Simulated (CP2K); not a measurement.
The C K edge of 2-fluoropyrimidine was computed by TDDFT (CP2K XAS_TDP, aug-cc-pVDZ, TDA) at these levels: PBE, PBEh(45%) and PBEh(45%) + GW2X. The first three lines of C2 (bonded to F and 2 N) with a strength over 0.0015, energy in eV and strength:

| run | first | second | third |
| --- | --- | --- | --- |
| 1 | 271.80 (0.029) | 275.24 (0.013) | 275.46 (0.014) |
| 2 | 290.04 (0.069) | 294.44 (0.026) | 294.92 (0.010) |
| 3 | 284.24 (0.070) | 288.64 (0.027) | 289.12 (0.011) |

**Question.** Which run is which?

Run 1: PBE (0 % exact exchange). Run 2: PBEh(45%) + GW2X (45 % exact exchange). Run 3: PBEh(45%) (45 % exact exchange). Self-interaction lifts the core level, so the uncorrected lines rise with the share of exact exchange. The GW2X run keeps the spacings of its parent: 4.40 eV between the first two lines in run 2, 4.40 eV in run 3. Its shift is +5.80 eV, since the Kohn–Sham level at this share of exchange lies that far above the quasiparticle level.

[Hosts, paths, dates, database ids (printed as entryN), source tags and the programs' standing remarks are cut or masked in the printed files.]
